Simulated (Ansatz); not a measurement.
## Lattice dynamics of VH (Fm-3m)

Aim: the vibrations of VH (Fm-3m), their spectra, and whether the structure is stable.

Main program and level: Ansatz 0.2.0; DFT LDA, scalar-relativistic, plane waves, norm-conserving pseudopotentials.

This is a report of a sequence of runs, with most program output left out.

**1. Set-up**

Symmetry: Fm-3m, No. 225, cubic system. The conventional cell has a = 3.928 Å, b = 3.928 Å, c = 3.928 Å, α = 90.00°, β = 90.00°, γ = 90.00°. V has 6 H at 1.96 Å nearest. Nearest to H lie 6 V at 1.96 Å. Farther neighbours are not listed.

**2. Rough relaxation**

The start is far from rest, so a relaxation with loose tolerances brings it close first.

The input, input.yaml:

```yaml
crystal:
  lattice:
    - [0.0, 1.96375358, 1.96375358]
    - [1.96375358, 0.0, 1.96375358]
    - [1.96375358, 1.96375358, 0.0]
  atoms:
    - { symbol: V, position: [0.0, 0.0, 0.0] }
    - { symbol: H, position: [0.5, 0.5, 0.5] }
kpoints:
  mp_grid: { grid: [8, 8, 8] }
hamiltonian:
  xc: lda
  pseudopotentials: { kind: nc }
scf:
  occupations: { method: gaussian, width: 0.1 }
output:
  forces: true
  stress: true
  eigenvalues: true
relax:
  adjacent_minimum: "off"
  f_tol: 0.05
  max_steps: 80
  cell: { stress_tol: 0.5 }
```

Command:

```sh
$ ansatz run input.yaml --threads 4 --pin off --max-ram 7168MiB --backend cpu --events-out ev --progress --plain --runs-dir out
```

Run time: 1.5 s. Hardware: 4 threads of Arm Neoverse V2, shared host; peak memory 0.27 GiB; 4.8 s of CPU time.

This run has no spin polarisation, although V can carry a moment.

The steps of the relaxation:

| step | energy less that of the first step (eV) | largest force component (eV/Å) | pressure (GPa) | volume (Å³) |
| --- | --- | --- | --- | --- |
| 1 | 0.0000 | 0.0000 | -10.11 | 15.15 |
| 2 | -0.0217 | 0.0000 | 3.24 | 14.23 |
| 3 | -0.0236 | 0.0000 | -0.24 | 14.44 |
| 4* | -0.0236 | 0.0000 | -0.25 | 14.44 |

Relaxation steps marked * repeat the geometry before them on a plane-wave basis chosen anew for their cell, so energy and pressure can jump there.

The run keeps the 48 symmetry operations that it works with, so distortions that break them were not tested.

| conventional cell, symmetrised | before | after | change |
| --- | --- | --- | --- |
| a (Å) | 3.928 | 3.866 | -1.6 % |
| b (Å) | 3.928 | 3.866 | -1.6 % |
| c (Å) | 3.928 | 3.866 | -1.6 % |
| volume (Å³/atom) | 7.57 | 7.22 | -4.6 % |

The relaxed structure:

```cif
data_structure
_symmetry_space_group_name_H-M 'P 1'
_symmetry_Int_Tables_number 1
_cell_length_a 2.7337
_cell_length_b 2.7337
_cell_length_c 2.7337
_cell_angle_alpha 60.000
_cell_angle_beta 60.000
_cell_angle_gamma 60.000
_cell_volume 14.44
loop_
_atom_site_label
_atom_site_type_symbol
_atom_site_fract_x
_atom_site_fract_y
_atom_site_fract_z
_atom_site_occupancy
V1 V 0.00000 0.00000 0.00000 1
H2 H 0.50000 0.50000 0.50000 1
```

Numbers from this step:

```
pressure          : -0.2515 GPa
volume per atom   : 7.222 Å³
gap on the k-mesh : 0 eV
```

In this step the volume went from 7.57 to 7.22 Å³/atom.

**3. Relaxation**

The cell and atoms are relaxed, since residual forces and stress would shift the frequencies.

The input, input.yaml:

```yaml
crystal:
  lattice:
    - [0.0, 1.932982659, 1.932982659]
    - [1.932982659, 0.0, 1.932982659]
    - [1.932982659, 1.932982659, 0.0]
  atoms:
    - { symbol: V, position: [0.0, 0.0, 0.0] }
    - { symbol: H, position: [0.5, 0.5, 0.5] }
kpoints:
  mp_grid: { grid: [16, 16, 16] }
hamiltonian:
  xc: lda
  pseudopotentials: { kind: nc }
scf:
  occupations: { method: gaussian, width: 0.1 }
output:
  forces: true
  stress: true
  eigenvalues: true
  write_density: true
  write_potential: true
  elf: true
  volumetric_format: npy
relax:
  adjacent_minimum: "off"
  f_tol: 0.005
  max_steps: 80
  cell: { stress_tol: 0.05 }
```

It took 5.2 s on 4 threads; peak memory 0.36 GiB; 20 s of CPU time.

Little changed from the start: no atom moved by 0.005 Å and no cell edge by 0.1 %.

This step gave:

| Item | Value |
| --- | --- |
| pressure | 2.22e-5 GPa |
| volume per atom | 7.238 Å³ |

ELF in the ac plane of the conventional cell at fractional y = 0.000, with atoms of V and H within 0.2 Å of it. It is the smooth field of the valence electrons, not physical close to the nuclei.

Ten even steps from '_' (0.16) to '@' (0.98), each cell a mean:
```
--**++__..**@@@@%%==__::**++
****::__..==****++--__..==**
::..____..............__..::
______..______________..____
==--::____::++++==::__..--==
%%##--__..****++**==__..++%%
@@%%==__::**--__++++__..**@@
@@%%==__::**++--**++__..**@@
**++--__..==******::__..==**
........__..::::..____......
________..__________..______
++==::__..--====--::____::++
++**==__..++%%%%##--__..****
__++++__..**@@@@%%==__::**--
```
Columns run along a (3.9 Å), rows up along c (3.9 Å), edges of the conventional cell, whose origin can differ from the input's. Atoms in or near the plane, at fractional coordinates: V at (0.00, 0.00), V at (0.50, 0.50), H at (0.50, 0.00), H at (0.00, 0.50).

Electrostatic potential energy in the ac plane of the conventional cell at fractional y = 0.000, with atoms of V and H within 0.2 Å of it. With pseudopotentials it is smooth inside the atoms' cores, unlike the true potential.

Ten even steps from '_' (-175 eV) to '@' (15 eV), each cell a mean:
```
__--##@@@@@@@@%%@@@@@@%%**::
++##%%@@@@@@@@@@@@@@@@@@%%**
%%@@@@@@@@@@@@@@@@@@@@@@@@%%
@@@@@@@@@@@@@@@@@@@@@@@@@@@@
@@@@@@@@@@%%####%%@@@@@@@@@@
@@@@@@@@@@##--::++%%@@@@@@@@
##@@@@@@%%++____::##@@@@@@%%
%%@@@@@@%%**::__--##@@@@@@@@
@@@@@@@@@@%%**++##%%@@@@@@@@
@@@@@@@@@@@@%%%%@@@@@@@@@@@@
@@@@@@@@@@@@@@@@@@@@@@@@@@@@
##%%@@@@@@@@@@@@@@@@@@@@%%##
::++%%@@@@@@@@@@@@@@@@@@##--
__::##@@@@@@%%##@@@@@@%%++__
```
Columns run along a (3.9 Å; values clipped at the 3rd and 97th percentile), rows up along c (3.9 Å), edges of the conventional cell, whose origin can differ from the input's. Atoms in or near the plane, at fractional coordinates: V at (0.00, 0.00), V at (0.50, 0.50), H at (0.50, 0.00), H at (0.00, 0.50).

Valence density in the ac plane of the conventional cell at fractional y = 0.000, with atoms of V and H within 0.2 Å of it. It is the smooth field of the valence electrons, not physical close to the nuclei.

Values in units of 1e0 e/Å³, 14 rows by 14 columns, each cell a mean:
```
9.3 8.7 3.0 0.6 0.4 0.5 0.9 1.1 0.7 0.4 0.4 1.1 5.3 9.8
6.2 4.0 1.4 0.4 0.3 0.4 0.5 0.6 0.4 0.3 0.3 0.7 2.2 5.3
1.4 1.0 0.5 0.3 0.3 0.3 0.4 0.4 0.3 0.3 0.3 0.4 0.7 1.1
0.4 0.4 0.3 0.3 0.3 0.4 0.6 0.7 0.5 0.4 0.3 0.3 0.3 0.4
0.4 0.4 0.3 0.3 0.5 1.4 3.0 3.7 2.3 0.9 0.4 0.3 0.3 0.4
0.9 0.6 0.4 0.4 1.0 4.0 8.7 9.2 7.2 2.3 0.5 0.3 0.4 0.7
1.5 0.9 0.4 0.4 1.4 6.2 9.3 5.6 9.2 3.7 0.7 0.4 0.6 1.1
1.1 0.7 0.4 0.4 1.1 5.3 9.8 9.3 8.7 3.0 0.6 0.4 0.5 0.9
0.6 0.4 0.3 0.3 0.7 2.2 5.3 6.2 4.0 1.4 0.4 0.3 0.4 0.5
0.4 0.3 0.3 0.3 0.4 0.7 1.1 1.4 1.0 0.5 0.3 0.3 0.3 0.4
0.7 0.5 0.4 0.3 0.3 0.3 0.4 0.4 0.4 0.3 0.3 0.3 0.4 0.6
3.7 2.3 0.9 0.4 0.3 0.3 0.4 0.4 0.4 0.3 0.3 0.5 1.4 3.0
9.2 7.2 2.3 0.5 0.3 0.4 0.7 0.9 0.6 0.4 0.4 1.0 4.0 8.7
5.6 9.2 3.7 0.7 0.4 0.6 1.1 1.5 0.9 0.4 0.4 1.4 6.2 9.3
```
Columns run along a (3.9 Å), rows up along c (3.9 Å), edges of the conventional cell, whose origin can differ from the input's. Atoms in or near the plane, at fractional coordinates: V at (0.00, 0.00), V at (0.50, 0.50), H at (0.50, 0.00), H at (0.00, 0.50).

In this step the volume went from 7.22 to 7.24 Å³/atom.

**4. Tight relaxation**

Phonons need a cell at rest on their own settings, so the relaxation is repeated with tight tolerances on forces and stress, using the mesh and the filling of the phonon run that follows.

The input, input.yaml:

```yaml
crystal:
  lattice:
    - [0.0, 1.9343437822, 1.9343437822]
    - [1.9343437822, 0.0, 1.9343437822]
    - [1.9343437822, 1.9343437822, 0.0]
  atoms:
    - { symbol: V, position: [0.0, 0.0, 0.0] }
    - { symbol: H, position: [0.5, 0.5, 0.5] }
kpoints:
  mp_grid: { grid: [16, 16, 16] }
hamiltonian:
  xc: lda
  pseudopotentials: { kind: nc }
scf:
  occupations: { method: methfessel_paxton, width: 0.15 }
output:
  forces: true
  stress: true
  eigenvalues: true
relax:
  adjacent_minimum: "off"
  f_tol: 0.001
  max_steps: 60
  cell: { stress_tol: 0.01 }
```

It took 3.8 s on 4 threads; peak memory 0.36 GiB.

Little changed from the start: no atom moved by 0.005 Å and no cell edge by 0.1 %.

This step gave:

- pressure: 0.003138 GPa
- volume per atom: 7.237 Å³

The forces vanish by symmetry and the pressure is 0.003 GPa, within the tolerances set. The cell now holds 7.24 Å³/atom.

**5. Zone-centre response**

The zone centre comes first: it holds the modes that light can see, as far as symmetry allows. No field response is asked, since the mesh shows no gap.

input.yaml, the sections that differ from step 4:

```yaml
crystal:
  lattice:
    - [0.0, 1.9342684163, 1.9342684163]
    - [1.9342684163, 0.0, 1.9342684163]
    - [1.9342684163, 1.9342684163, 0.0]
  atoms:
    - { symbol: V, position: [0.0, 0.0, 0.0] }
    - { symbol: H, position: [0.5, 0.5, 0.5] }
output:
  eigenvalues: true
phonons:
  method: dfpt
# kpoints, hamiltonian, scf: as in step 4
# relax: removed
```

Wall time 12 s (4 threads); peak memory 0.74 GiB; 47 s of CPU time.

This step gave:

- sum-rule residual before enforcement: 6.81e-5 eV/Å²
- point group: m-3m
- highest optical mode at the zone centre (no LO-TO term): 1068 cm⁻¹
- lowest optical zone-centre mode: 1068 cm⁻¹

Patterns of degenerate modes are one choice out of their space. The modes at Γ (shares of kinetic energy by element, %):

| mode | frequency (cm⁻¹) | symmetry | V % | H % |
| --- | --- | --- | --- | --- |
| 1 | 0.0 | acoustic | 98 | 2 |
| 2 | 0.0 | acoustic | 98 | 2 |
| 3 | 0.0 | acoustic | 98 | 2 |
| 4 | 1067.7 | T1u | 2 | 98 |
| 5 | 1067.7 | T1u | 2 | 98 |
| 6 | 1067.7 | T1u | 2 | 98 |

Displacements in mode 6 (1067.7 cm⁻¹), the largest set to 1:
```
V1   0.00  0.00 -0.02
H2   0.00  0.00  1.00
```

Before it was imposed, the acoustic sum rule was missed by 6.8e-5 eV/Å². Small misses are needed for a sound result but don't prove that mesh and cutoff are converged. The lowest optical mode is real, 1068 cm⁻¹.

**6. The dispersion**

Stability and thermal properties need the whole zone. Linear response on a 4×4×4 q mesh gives force constants as far as a supercell of that size would.

input.yaml, as its differences from that of step 5:

```diff
@@ -19 +19,8 @@
   method: dfpt
+  qmesh: [4, 4, 4]
+  temperatures: { t_max: 1000, t_step: 50 }
+  qpath:
+    path:
+      - [[0.0, 0.0, 0.0], [0.5, 0.0, 0.5], [0.625, 0.25, 0.625]]
+      - [[0.375, 0.375, 0.75], [0.0, 0.0, 0.0], [0.5, 0.5, 0.5], [0.5, 0.25, 0.75], [0.5, 0.0, 0.5]]
+    npoints: 10
```

Wall time 7.2 min (4 threads); peak memory 4.4 GiB; 28 min of CPU time.

Numbers from this step:

```
sum-rule residual before enforcement                       : 2.92e-5 eV/Å²
lowest frequency on the path                               : 0 cm⁻¹
highest frequency on the path or at a solved wavevector    : 1128 cm⁻¹
mean frequency                                             : 627.6 cm⁻¹
Debye temperature (second moment)                          : 1428 K
logarithmic mean frequency                                 : 421.9 cm⁻¹
lowest mode on the q mesh (acoustic modes at Γ apart)      : 75.13 cm⁻¹
zero-point energy per atom                                 : 116.7 meV
heat capacity at 300 K                                     : 13.52 J/(mol atoms K)
vibrational entropy at 300 K                               : 16.21 J/(mol atoms K)
edges of the widest gap between branches, on path and mesh : 378.6, 1037 cm⁻¹
```

Frequencies (cm⁻¹) solved at each irreducible wavevector; negative means imaginary. Frequencies by wavevector, by row:

| q in reciprocal lattice units | star | mode 1 | mode 2 | mode 3 | mode 4 | mode 5 | mode 6 |
| --- | --- | --- | --- | --- | --- | --- | --- |
| 0 0 0 | 1 | 0 | 0 | 0 | 1068 | 1068 | 1068 |
| 0 0 0.25 | 8 | 75.1 | 75.1 | 232.2 | 1047 | 1047 | 1053 |
| 0 0 -0.5 | 4 | 106.3 | 106.3 | 378.6 | 1037 | 1037 | 1052 |
| 0 0.25 0.25 | 6 | 82.2 | 82.2 | 204.9 | 1048 | 1048 | 1094 |
| 0 0.25 -0.5 | 24 | 159.3 | 164.4 | 297.1 | 1067 | 1071 | 1085 |
| 0 0.25 -0.25 | 12 | 121 | 185.3 | 305.3 | 1048 | 1066 | 1070 |
| 0 -0.5 -0.5 | 3 | 183.1 | 183.1 | 306.1 | 1086 | 1086 | 1128 |
| 0.25 -0.5 -0.25 | 6 | 214.3 | 232.4 | 232.4 | 1084 | 1084 | 1093 |

Interpolated from a 4×4×4 q mesh. The phonon branches at the labelled points (cm⁻¹):

| point | branch 1 | branch 2 | branch 3 | branch 4 | branch 5 | branch 6 |
| --- | --- | --- | --- | --- | --- | --- |
| Γ | 0 | 0 | 0 | 1068 | 1068 | 1068 |
| halfway | 82 | 82 | 205 | 1048 | 1048 | 1094 |
| X | 183 | 183 | 306 | 1086 | 1086 | 1128 |
| halfway | 184 | 192 | 294 | 1085 | 1086 | 1118 |
| U | 181 | 230 | 264 | 1082 | 1084 | 1093 |
| jump to K | 181 | 230 | 264 | 1082 | 1084 | 1093 |
| halfway | 73 | 133 | 266 | 1038 | 1059 | 1063 |
| Γ | 0 | 0 | 0 | 1068 | 1068 | 1068 |
| halfway | 75 | 75 | 232 | 1047 | 1047 | 1053 |
| L | 106 | 106 | 379 | 1037 | 1037 | 1052 |
| halfway | 154 | 176 | 317 | 1064 | 1065 | 1072 |
| W | 214 | 232 | 232 | 1084 | 1084 | 1093 |
| halfway | 190 | 198 | 283 | 1082 | 1089 | 1109 |
| X | 183 | 183 | 306 | 1086 | 1086 | 1128 |

The phonon density of states has structure finer than the step of the table below, so its rows give means over 25 cm⁻¹, whole bins alone (the curve runs from 5 to 1135 cm⁻¹). Peaks (cm⁻¹: height): 185.0: 0.0182, 285.0: 0.0178, 1075.0: 0.0623.

Tetrahedra on a 28×28×28 mesh, mean over bins of 10 cm-1. Interpolated from a 4×4×4 q mesh. Table of phonon density of states by wavenumber; means over each step:

wavenumber (cm⁻¹), phonon density of states (1/cm⁻¹/cell) and a bar:
```
       25     0.0019 #
       50     0.0038 ##
       75     0.0062 ###
      100     0.0099 #####
      125     0.0136 #######
      150     0.0156 #########
      175     0.0172 ##########
      200     0.0109 ######
      225     0.0055 ###
      250     0.0045 ##
      275     0.0120 #######
      300     0.0109 ######
      325     0.0047 ###
      350     0.0025 #
      375     0.0007 
      400     0.0000 
      425     0.0000 
      450     0.0000 
      475     0.0000 
      500     0.0000 
      525     0.0000 
      550     0.0000 
      575     0.0000 
      600     0.0000 
      625     0.0000 
      650     0.0000 
      675     0.0000 
      700     0.0000 
      725     0.0000 
      750     0.0000 
      775     0.0000 
      800     0.0000 
      825     0.0000 
      850     0.0000 
      875     0.0000 
      900     0.0000 
      925     0.0000 
      950     0.0000 
      975     0.0000 
     1000     0.0000 
     1025     0.0041 ##
     1050     0.0450 #########################
     1075     0.0543 ##############################
     1100     0.0145 ########
```

Phonopy on the run's constants, 21x21x21 mesh, Gaussian sigma 8.4 cm-1. Interpolated from a 4×4×4 q mesh. Partial phonon density of states against wavenumber; read off at these points; values in 1/cm⁻¹/cell:

| wavenumber (cm⁻¹) | H | V |
| --- | --- | --- |
| 0.0 | 3.5e-6 | 2.5e-4 |
| 25.0 | 2.7e-5 | 0.00186 |
| 50.0 | 4.1e-5 | 0.00379 |
| 75.0 | 5.0e-5 | 0.00613 |
| 100.0 | 6.0e-5 | 0.00981 |
| 125.0 | 7.0e-5 | 0.0133 |
| 150.0 | 8.0e-5 | 0.0155 |
| 175.0 | 9.9e-5 | 0.0176 |
| 200.0 | 7.7e-5 | 0.0105 |
| 225.0 | 4.4e-5 | 0.00534 |
| 250.0 | 2.0e-5 | 0.00438 |
| 275.0 | 7.3e-5 | 0.0120 |
| 287.3 | 8.0e-5 | 0.0142 |
| 300.0 | 4.6e-5 | 0.0107 |
| 325.0 | 1.0e-5 | 0.00463 |
| 350.0 | 5.7e-6 | 0.00246 |
| 375.0 | 0 | 7.1e-4 |
| 400.0 | 0 | 0 |
| 425.0 | 0 | 0 |
| 450.0 | 0 | 0 |
| 475.0 | 0 | 0 |
| 500.0 | 0 | 0 |
| 525.0 | 0 | 0 |
| 550.0 | 0 | 0 |
| 575.0 | 0 | 0 |
| 600.0 | 0 | 0 |
| 625.0 | 0 | 0 |
| 650.0 | 0 | 0 |
| 675.0 | 0 | 0 |
| 700.0 | 0 | 0 |
| 725.0 | 0 | 0 |
| 750.0 | 0 | 0 |
| 775.0 | 0 | 0 |
| 800.0 | 0 | 0 |
| 825.0 | 0 | 0 |
| 850.0 | 0 | 0 |
| 875.0 | 0 | 0 |
| 900.0 | 0 | 0 |
| 925.0 | 0 | 0 |
| 950.0 | 0 | 0 |
| 975.0 | 0 | 0 |
| 1000.0 | 0 | 0 |
| 1025.0 | 0.00322 | 2.5e-5 |
| 1050.0 | 0.0458 | 3.3e-4 |
| 1067.7 | 0.0574 | 3.0e-4 |
| 1075.0 | 0.0560 | 2.8e-4 |
| 1100.0 | 0.0134 | 8.0e-5 |
| 1125.0 | 0.00204 | 1.6e-5 |
| 1150.0 | 9.2e-6 | 0 |

Second derivatives of the energy by pair, one row for each kind of neighbour of each atom listed. Each entry sums the pair over the periodic images of the supercell that the q mesh stands for, and in a polar crystal it holds the long-range dipole part too. Force constants by pair, by row:

| atom | neighbour | distance (Å) | third of the trace (eV/Å²) | along the pair's line (eV/Å²) |
| --- | --- | --- | --- | --- |
| V1 | itself | 0 | 9.054 | – |
| V1 | H | 1.934 | -0.5563 | -1.557 |
| V1 | V | 2.735 | -0.5683 | -2.801 |
| V1 | H | 3.35 | -0.0893 | -0.2306 |
| V1 | V | 3.869 | -0.1439 | -0.2263 |
| V1 | H | 4.325 | 0.0028 | 0.017 |
| V1 | V | 4.738 | 0.0775 | 0.1128 |
| V1 | V | 5.471 | 0.1311 | 0.4468 |
| V1 | H | 5.803 | -0.0069 | -0.0024 |
| H2 | itself | 0 | 4.203 | – |
| H2 | V | 1.934 | -0.5563 | -1.557 |
| H2 | H | 2.735 | -0.0239 | -0.0406 |
| H2 | V | 3.35 | -0.0893 | -0.2306 |
| H2 | H | 3.869 | 0.0281 | -0.0123 |
| H2 | V | 4.325 | 0.0028 | 0.017 |
| H2 | H | 4.738 | 9.00e-4 | 7.00e-4 |
| H2 | H | 5.471 | -3.00e-4 | -0.006 |
| H2 | V | 5.803 | -0.0069 | -0.0024 |

Harmonic thermodynamic functions per atom, from the density of states. Interpolated from a 4×4×4 q mesh. Thermodynamic functions, by row:

| T (K) | F_vib (meV/atom) | S (J/mol-atom/K) | C_V (J/mol-atom/K) |
| --- | --- | --- | --- |
| 0 | 116.7 | 0 | 0 |
| 50 | 116.5 | 1.499 | 2.981 |
| 100 | 114.8 | 4.971 | 7.183 |
| 200 | 106.2 | 11.29 | 10.9 |
| 300 | 91.9 | 16.21 | 13.52 |
| 400 | 72.86 | 20.45 | 16.06 |
| 500 | 49.65 | 24.27 | 18.12 |
| 600 | 22.69 | 27.71 | 19.65 |
| 700 | -7.68 | 30.83 | 20.77 |
| 800 | -41.12 | 33.66 | 21.59 |
| 900 | -77.36 | 36.24 | 22.2 |
| 1000 | -116.2 | 38.6 | 22.66 |

Harmonic mean-square displacement, third of the trace. Interpolated from a 4×4×4 q mesh. Mean square displacements, by row:

| T (K) | V1 U_eq (Å²) | H2 U_eq (Å²) |
| --- | --- | --- |
| 0 | 0.00238 | 0.0165 |
| 100 | 0.00567 | 0.01896 |
| 300 | 0.01517 | 0.02534 |
| 600 | 0.02995 | 0.03723 |

Symmetry leaves 8 wavevectors to solve. The lowest mode among them, the acoustic zeros apart, lies at q = (0, 0, 0.25) and is real, 75.1 cm⁻¹.

**7. What came out**

| Quantity | Value |
| --- | --- |
| space group after relaxation (within 0.01 Å) | Fm-3m |
| volume per atom | 7.24 Å³ |
| electronic character | no gap on this mesh |
| highest optical mode at the zone centre (no LO-TO term) | 1068 cm⁻¹ |
| lowest optical zone-centre mode | 1068 cm⁻¹ |
| lowest mode on the q mesh (acoustic modes at Γ apart) | 75.1 cm⁻¹ |
| highest frequency on the path or at a solved wavevector | 1128 cm⁻¹ |
| zero-point energy per atom | 117 meV |
| heat capacity at 300 K | 13.5 J/(mol atoms K) |
| vibrational entropy at 300 K | 16.2 J/(mol atoms K) |
| Debye temperature (second moment) | 1428 K |
| imaginary modes on the 4×4×4 q mesh | none |

In words: The structure is a minimum as far as tested: no mode is imaginary at the 8 irreducible wavevectors of the 4×4×4 mesh, and the softest away from the acoustic zeros lies at 75 cm⁻¹. The optical modes at Γ form one degenerate level at 1068 cm⁻¹. The highest mode in this list at Γ, 1067.7 cm⁻¹, is mostly motion of H (98 % of the kinetic energy). On the path and the mesh, the widest gap between branches runs from 379 to 1037 cm⁻¹. With no gap, or one that is small against the smearing, the frequencies hang on the k mesh and the smearing, most of all near Kohn anomalies. The phonon runs are without spin polarisation, although V often carries a moment. A phonon run warned that its eigensolver left some bands unconverged in a pass. These are harmonic frequencies at zero temperature: anharmonic shifts, linewidths and thermal expansion are left out.

[Logs are printed without paths, hosts, clocks, repeated set-up lines and the standing remarks that a program may print on its own settings, such as how far it seeks lower states.]

[Hosts, paths, dates, database ids (printed as entryN), source tags and the programs' standing remarks are cut or masked in the printed files.]
